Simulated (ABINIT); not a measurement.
## Quasiparticle gap of SiO2 (Quartz) in ABINIT

Wanted: ground state, empty states, screening and self-energy for SiO2 (Quartz).

Method: LDA and many-body steps on it, plane waves, in ABINIT 10.8.3.

This is a report of a sequence of runs, with most program output left out.

## (1) The structure

Symmetry: P3_121, No. 152, trigonal system. Conventional cell: a = 4.916 Å, b = 4.916 Å, c = 5.409 Å, α = 90.00°, β = 90.00°, γ = 120.00°. Si has 4 O at 1.61 Å nearest. Nearest to O lie 2 Si at 1.61 Å. Farther neighbours and most contacts between anions are not listed.

The cell and positions come from the Crystallography Open Database and are kept as given unless a step says otherwise.

## (2) Ground state

This step: ABINIT 10.8.3; DFT, LDA, plane waves, norm-conserving pseudopotentials.

The ground-state density comes first.

File run.abi:

```
acell 3*1.0 Angstrom
rprim 
  4.915799999986 0.000000000003 0.000000000000
  -2.457899999996 4.257207679910 0.000000000000
  0.000000000000 0.000000000000 5.409100000000
ntypat 2
znucl 14 8
natom 9
typat 1 1 1 2 2 2 2 2 2
xred 
  0.530300000000 0.000000000000 0.333333333333
  0.000000000000 0.530300000000 0.666666666667
  0.469700000000 0.469700000000 -0.000000000000
  0.146200000000 0.414200000000 0.881000000000
  0.585800000000 0.732000000000 0.214333333333
  0.268000000000 0.853800000000 0.547666666667
  0.414200000000 0.146200000000 0.119000000000
  0.732000000000 0.585800000000 0.785666666667
  0.853800000000 0.268000000000 0.452333333333
pp_dirpath "pseudos"
pseudos "Si.upf, O.upf"
ecut 36
ngkpt 6 6 4
nshiftk 1
shiftk 0 0 0
kptopt 1
chksymbreak 0
nband 32
occopt 1
tolvrs 1e-10
nstep 60
prtwf 0
optforces 0
optstress 0
indata_prefix "in"
outdata_prefix "out"
tmpdata_prefix "tmp"
```

Launch:

```bash
OMP_NUM_THREADS=1 mpirun -n 4 abinit run.abi > log
```

Wall time 76 s (4 MPI ranks of Arm Neoverse V1, shared host); peak memory 0.48 GiB.

Numbers from this step:

```yaml
total_energy: -3056.1098 eV
gap: 5.801 eV
k_of_the_valence_top: 0.3333, 0.3333, 0
k_of_the_conduction_bottom: 0, 0, 0
least_direct_gap: 6.126 eV
```

The gap is indirect, with the least direct gap 0.32 eV higher.

## (3) Bands along the symmetry lines

Levels along a band path, at the cheap level, show where the edges lie and whether the meshes to come will hold them.

run.abi, as its differences from that of step 2:

```diff
@@ -22,14 +22,53 @@
 ecut 36
-ngkpt 6 6 4
-nshiftk 1
-shiftk 0 0 0
-kptopt 1
-chksymbreak 0
-nband 32
-occopt 1
-tolvrs 1e-10
-nstep 60
+iscf -2
+irdden 1
+kptopt 0
+nkpt 39
+kpt 
+  0.00000000 0.00000000 0.00000000
+  0.12500000 0.00000000 0.00000000
+  0.25000000 0.00000000 0.00000000
+  0.37500000 0.00000000 0.00000000
+  0.50000000 0.00000000 0.00000000
+  0.45833333 0.08333333 0.00000000
+  0.41666666 0.16666666 0.00000000
+  0.37500000 0.25000000 0.00000000
+  0.33333333 0.33333333 0.00000000
+  0.25000000 0.25000000 0.00000000
+  0.16666666 0.16666666 0.00000000
+  0.08333333 0.08333333 0.00000000
+  0.00000000 0.00000000 0.00000000
+  0.00000000 0.00000000 0.12500000
+  0.00000000 0.00000000 0.25000000
+  0.00000000 0.00000000 0.37500000
+  0.00000000 0.00000000 0.50000000
+  0.12500000 0.00000000 0.50000000
+  0.25000000 0.00000000 0.50000000
+  0.37500000 0.00000000 0.50000000
+  0.50000000 0.00000000 0.50000000
+  0.45833333 0.08333333 0.50000000
+  0.41666666 0.16666666 0.50000000
+  0.37500000 0.25000000 0.50000000
+  0.33333333 0.33333333 0.50000000
+  0.25000000 0.25000000 0.50000000
+  0.16666666 0.16666666 0.50000000
+  0.08333333 0.08333333 0.50000000
+  0.00000000 0.00000000 0.50000000
+  0.50000000 0.00000000 0.50000000
+  0.50000000 0.00000000 0.37500000
+  0.50000000 0.00000000 0.25000000
+  0.50000000 0.00000000 0.12500000
+  0.50000000 -0.00000000 0.00000000
+  0.33333333 0.33333333 0.50000000
+  0.33333333 0.33333333 0.37500000
+  0.33333333 0.33333333 0.25000000
+  0.33333333 0.33333333 0.12500000
+  0.33333333 0.33333333 0.00000000
+istwfk *1
+nband 37
+nbdbuf 8
+tolwfr 1e-07
+nstep 50
 prtwf 0
-optforces 0
-optstress 0
+prtvol 0
 indata_prefix "in"
```

It took 57 s on 4 MPI ranks; peak memory 0.47 GiB; 3.8 min of CPU time.

This step gave:

| Property | Result |
| --- | --- |
| gap | 5.801 eV |
| k of the valence top | 0.3333, 0.3333, 0 |
| k of the conduction bottom | 0, 0, 0 |
| least direct gap | 6.126 eV |

The gap is 5.801 eV, as in the run before at this level.

The electronic bands at the labelled points (eV, zero at the top of the highest filled band):

| point | band 21 | band 22 | band 23 | band 24 | band 25 | band 26 | band 27 | band 28 |
| --- | --- | --- | --- | --- | --- | --- | --- | --- |
| Γ | -1.01 | -0.69 | -0.32 | -0.32 | 5.80 | 9.04 | 9.04 | 9.51 |
| halfway | -1.02 | -0.85 | -0.24 | -0.16 | 6.68 | 9.06 | 9.14 | 9.62 |
| M | -1.06 | -0.79 | -0.27 | -0.03 | 8.05 | 8.76 | 9.45 | 9.49 |
| halfway | -1.12 | -0.63 | -0.32 | -0.02 | 8.24 | 8.82 | 9.37 | 9.67 |
| K | -1.25 | -0.44 | -0.44 | 0.00 | 8.70 | 8.70 | 9.18 | 10.13 |
| halfway | -0.93 | -0.88 | -0.25 | -0.11 | 6.92 | 9.07 | 9.23 | 9.66 |
| Γ | -1.01 | -0.69 | -0.32 | -0.32 | 5.80 | 9.04 | 9.04 | 9.51 |
| halfway | -1.09 | -0.54 | -0.23 | -0.10 | 6.39 | 8.90 | 8.95 | 9.00 |
| A | -1.23 | -0.21 | -0.21 | -0.09 | 7.73 | 7.73 | 8.73 | 9.50 |
| halfway | -1.10 | -0.45 | -0.42 | -0.15 | 8.14 | 8.25 | 9.08 | 9.46 |
| L | -0.90 | -0.84 | -0.61 | -0.19 | 8.79 | 9.21 | 9.37 | 9.50 |
| halfway | -0.87 | -0.85 | -0.63 | -0.34 | 8.82 | 9.36 | 9.46 | 9.57 |
| H | -0.95 | -0.78 | -0.60 | -0.60 | 8.90 | 9.51 | 9.51 | 9.86 |
| halfway | -1.07 | -0.54 | -0.39 | -0.23 | 8.27 | 8.39 | 9.15 | 9.64 |
| A | -1.23 | -0.21 | -0.21 | -0.09 | 7.73 | 7.73 | 8.73 | 9.50 |
| jump to L | -0.90 | -0.84 | -0.61 | -0.19 | 8.79 | 9.21 | 9.37 | 9.50 |
| halfway | -0.98 | -0.73 | -0.45 | -0.12 | 8.35 | 8.87 | 9.30 | 9.78 |
| M | -1.06 | -0.79 | -0.27 | -0.03 | 8.05 | 8.76 | 9.45 | 9.49 |
| jump to H | -0.95 | -0.78 | -0.60 | -0.60 | 8.90 | 9.51 | 9.51 | 9.86 |
| halfway | -1.03 | -0.56 | -0.51 | -0.20 | 8.77 | 8.96 | 9.36 | 9.97 |
| K | -1.25 | -0.44 | -0.44 | 0.00 | 8.70 | 8.70 | 9.18 | 10.13 |

## (4) Empty states on the mesh, 3×3×2 mesh, 221 bands

The sums over transitions need many empty states on a uniform mesh; this step solves for them.

File run.abi:

```
acell 3*1.0 Angstrom
rprim 
  4.915799999986 0.000000000003 0.000000000000
  -2.457899999996 4.257207679910 0.000000000000
  0.000000000000 0.000000000000 5.409100000000
ntypat 2
znucl 14 8
natom 9
typat 1 1 1 2 2 2 2 2 2
xred 
  0.530300000000 0.000000000000 0.333333333333
  0.000000000000 0.530300000000 0.666666666667
  0.469700000000 0.469700000000 -0.000000000000
  0.146200000000 0.414200000000 0.881000000000
  0.585800000000 0.732000000000 0.214333333333
  0.268000000000 0.853800000000 0.547666666667
  0.414200000000 0.146200000000 0.119000000000
  0.732000000000 0.585800000000 0.785666666667
  0.853800000000 0.268000000000 0.452333333333
pp_dirpath "pseudos"
pseudos "Si.upf, O.upf"
ecut 36
ngkpt 3 3 2
nshiftk 1
shiftk 0 0 0
kptopt 1
chksymbreak 0
iscf -2
irdden 1
istwfk *1
nband 221
nbdbuf 20
tolwfr 1e-09
nstep 60
prtvol 0
indata_prefix "in"
outdata_prefix "out"
tmpdata_prefix "tmp"
```

The job ended after 2.7 min (4 MPI ranks; peak memory 0.52 GiB).

Numbers from this step:

- gap: 5.801 eV
- k of the valence top: 0.3333, 0.3333, 0
- k of the conduction bottom: 0, 0, 0
- least direct gap: 6.126 eV
- k points computed: 6
- lowest point of the top converged band, above the valence top: 72.0383 eV

On this mesh the gap is 5.801 eV.

## (5) Screening, 3×3×2 mesh, 201 bands, screening to 106.1 eV

The RPA dielectric matrix is built and inverted for each q.

This step: RPA screening on LDA, plane waves, norm-conserving pseudopotentials.

run.abi, as its differences from that of step 4:

```diff
@@ -27,10 +27,11 @@
 chksymbreak 0
-iscf -2
-irdden 1
 istwfk *1
-nband 221
-nbdbuf 20
-tolwfr 1e-09
-nstep 60
-prtvol 0
+occopt 1
+irdwfk 1
+optdriver 3
+nband 201
+ecuteps 3.9
+inclvkb 2
+awtr 1
+symchi 1
 indata_prefix "in"
```

The job ended after 2 min (4 MPI ranks; peak memory 2.2 GiB; 8.2 min of CPU time).

This step gave:

* ε∞ with local fields, on this mesh, along the program's q direction: 2.399
* the same without local fields: 2.598
* plasma frequency: 24.18 eV
* plane waves in the screening matrix: 279

Local fields lower ε∞ by 8 %. On a Γ-centred mesh this coarse the value itself is usually too large, while a short band sum pulls it down.

## (6) Self-energy, 3×3×2 mesh, 201 bands, screening to 106.1 eV

The self-energy is evaluated for the states that the input lists, and the levels follow from it, in one-shot runs by the linearised quasiparticle equation.

This step: G0W0 on LDA, plane waves, norm-conserving pseudopotentials.

run.abi, as its differences from that of step 5:

```diff
@@ -30,8 +30,25 @@
 irdwfk 1
-optdriver 3
+optdriver 4
 nband 201
+gwcalctyp 0
+ecutsigx 36
+symsigma 1
+nkptgw 6
+kptgw 
+  0.0000000000 0.0000000000 0.0000000000
+  0.3333333333 0.0000000000 0.0000000000
+  0.3333333333 0.3333333333 0.0000000000
+  0.0000000000 0.0000000000 0.5000000000
+  0.3333333333 0.0000000000 0.5000000000
+  0.3333333333 0.3333333333 0.5000000000
+bdgw 
+  7 30
+  7 30
+  7 30
+  7 30
+  7 30
+  7 30
 ecuteps 3.9
-inclvkb 2
-awtr 1
-symchi 1
+irdscr 1
+ppmodel 1
 indata_prefix "in"
```

It took 4.7 min on 4 MPI ranks; peak memory 2.2 GiB; 19 min of CPU time.

Numbers from this step:

```
G0W0 gap on the mesh                         : 8.743 eV
starting gap on the mesh                     : 5.801 eV
k of the valence top                         : 0.3333, 0.3333, 0
k of the conduction bottom                   : 0, 0, 0
Z at the valence top                         : 0.817
Z at the conduction bottom                   : 0.87
least direct G0W0 gap on the computed points : 9.121 eV
```

The gap on the mesh goes from 5.80 eV to 8.74 eV, a correction of +2.94 eV.

Limits: finite bands, cutoff and mesh; coarse k mesh. v1 is the top filled band, c1 the lowest empty one. The levels before and after the correction (eV, zero at the valence-band top of each column):

|  | conduction bottom | valence top |
| --- | --- | --- |
| Kohn-Sham | 5.80 | 0.00 |
| G0W0 | 8.74 | 0.00 |

|  | level | energy (eV) |
| --- | --- | --- |
| Kohn-Sham | Γ v3 | -0.691 |
| Kohn-Sham | Γ v2-v1 | -0.324 |
| Kohn-Sham | Γ c1 | 5.801 |
| Kohn-Sham | Γ c2-c3 | 9.038 |
| Kohn-Sham | (0.333 0.333 0) v3-v2 | -0.439 |
| Kohn-Sham | (0.333 0.333 0) v1 | 0.000 |
| Kohn-Sham | (0.333 0.333 0) c1-c2 | 8.699 |
| Kohn-Sham | (0.333 0.333 0) c3 | 9.176 |
| G0W0 | Γ v3 | -0.808 |
| G0W0 | Γ v2-v1 | -0.378 |
| G0W0 | Γ c1 | 8.743 |
| G0W0 | Γ c2-c3 | 12.295 |
| G0W0 | (0.333 0.333 0) v3-v2 | -0.502 |
| G0W0 | (0.333 0.333 0) v1 | 0.000 |
| G0W0 | (0.333 0.333 0) c1-c2 | 12.034 |
| G0W0 | (0.333 0.333 0) c3 | 12.544 |

## (7) Where the time went

Times are wall times on 4 MPI ranks of Arm Neoverse V1, shared host, good to a factor of about two.

| step | time | share | memory (GiB) |
| --- | --- | --- | --- |
| ground state | 76 s | 11 % | 0.48 |
| bands along the symmetry lines | 57 s | 8 % | 0.47 |
| empty states on the mesh | 2.7 min | 23 % | 0.52 |
| screening | 2 min | 18 % | 2.2 |
| self-energy | 4.7 min | 40 % | 2.2 |

## (8) Outcome

| Item | Value |
| --- | --- |
| LDA gap | 5.80 eV, indirect |
| G0W0 gap on the mesh | 8.74 eV |
| GW settings | 3×3×2 mesh, 201 bands, screening to 106.1 eV, Godby-Needs plasmon pole |
| known limits | not at the basis limit; coarse k mesh |

What this shows: G0W0 moves the gap on the mesh from 5.80 eV to 8.74 eV (+2.94 eV), with Z of 0.82 and 0.87 at the edges. Local fields lower the RPA ε∞ on this mesh from 2.60 to 2.40; a Γ-centred mesh this coarse tends to raise both, most where the direct gap is narrow, while a short band sum lowers them. The dearest step here is «self-energy». Bands and cutoff are finite, so the gap is not at the basis limit. The miss can reach some tenths of an eV and take either sign; the mesh is an error of its own. The 3×3×2 mesh is coarse for this cell, which bears on the long-range parts of exchange and screening.

[Paths, hosts, dates, memory and timing lines, banners, echoed tables and standing remarks are left out of the program output.]

[Logs are printed without paths, hosts, clocks, repeated set-up lines and the standing remarks that a program may print on its own settings, such as how far it seeks lower states.]

[Runs of the session that timed out or met a known fault of the program may be left out.]

[Hosts, paths, dates, database ids (printed as entryN), source tags and the programs' standing remarks are cut or masked in the printed files.]

[G0W0 gaps are taken among the corrected bands and points alone; a level outside them can change the order at an edge.]

[Where Ansatz stands beside ABINIT at settings called matched, ABINIT's density can come from a denser mesh and the files from another edition; pairs whose starting gaps differed by over 0.03 eV were left out, so agreement reads better than it is.]
